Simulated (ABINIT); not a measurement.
Entries from a set of simulations; values are calculated unless marked as measured.

### Quasiparticle gap of ZnSe (Stilleite) in ABINIT

It takes space group F-43m (No. 216, cubic). The conventional cell has a = 5.668 Å, b = 5.668 Å, c = 5.668 Å, α = 90.00°, β = 90.00°, γ = 90.00°. Nearest to Zn lie 4 Se at 2.45 Å. Nearest to Se lie 4 Zn at 2.45 Å. Farther neighbours, and contacts between anions beyond the nearest, are not listed.

```xyz
2
Lattice="0.0000 2.8338 2.8338 2.8338 0.0000 2.8338 2.8338 2.8338 0.0000" Properties=species:S:1:pos:R:3 pbc="T T T"
Zn    0.0000    0.0000    0.0000
Se    1.4169    1.4169    1.4169
```

```yaml
method: RPA screening on PBE, plane waves, norm-conserving pseudopotentials (and 2 further levels or steps)
program: ABINIT 10.8.3
settings: cutoff 48 Ha, PseudoDojo scalar-relativistic 0.4 stringent, norm-conserving, ngkpt (4, 4, 4), nband 64, ecuteps 3.9 Ha, inclvkb 2, shiftk (0, 0, 0), symchi 1, awtr 1, frequency ppm, 4×4×4 k-mesh
cost: 5 runs, 75 s in all on 4 MPI ranks of Arm Neoverse V2, shared host
notes: The cell and positions come from the Crystallography Open Database and are kept as given unless a step says otherwise. Limits: no spin-orbit coupling. The 4×4×4 mesh is coarse for this cell, which bears on the long-range parts of exchange and screening.
pbe_gap: 1.29 eV, direct
g0w0_gap_on_the_mesh: 2.01 eV
gw_settings: 4×4×4 mesh, 64 bands, screening to 106.1 eV, Godby-Needs plasmon pole
known_limits: short of the basis limit; no spin-orbit coupling; coarse k mesh
```

G0W0 moves the gap on the mesh from 1.29 eV to 2.01 eV (+0.73 eV), with Z of 0.80 and 0.82 at the edges. Local fields lower the RPA ε∞ on this mesh from 14.44 to 13.47; a Γ-centred mesh this coarse tends to raise both, most where the direct gap is narrow, while a short band sum lowers them.

[Long decimals in the printed logs are rounded to 6 places.]

[Logs are printed without paths, hosts, clocks, repeated set-up lines and the standing remarks that a program may print on its own settings, such as how far it seeks lower states.]

[Paths, hosts, dates, memory and timing lines, banners, echoed tables and standing remarks are left out of the program output; an Ansatz launch command may be rebuilt from the run's recorded settings. Measured values are a selection of at most five: reports struck by readers or far from the other reports are left out. None is set beside runs whose start may be inverted or whose files or cutoffs have a known fault.]

[Runs of the session that timed out or met a known fault of the program may be left out.]

[Hosts, paths, dates, database ids (printed as entryN), source tags and the programs' standing remarks are cut or masked in the printed files.]

[G0W0 gaps are taken among the corrected bands and points alone; a level outside them can change the order at an edge.]

[Where Ansatz stands beside ABINIT at settings called matched, ABINIT's density can come from a denser mesh and the files from another edition; pairs whose starting gaps differed by over 0.03 eV were left out, so agreement reads better than it is.]
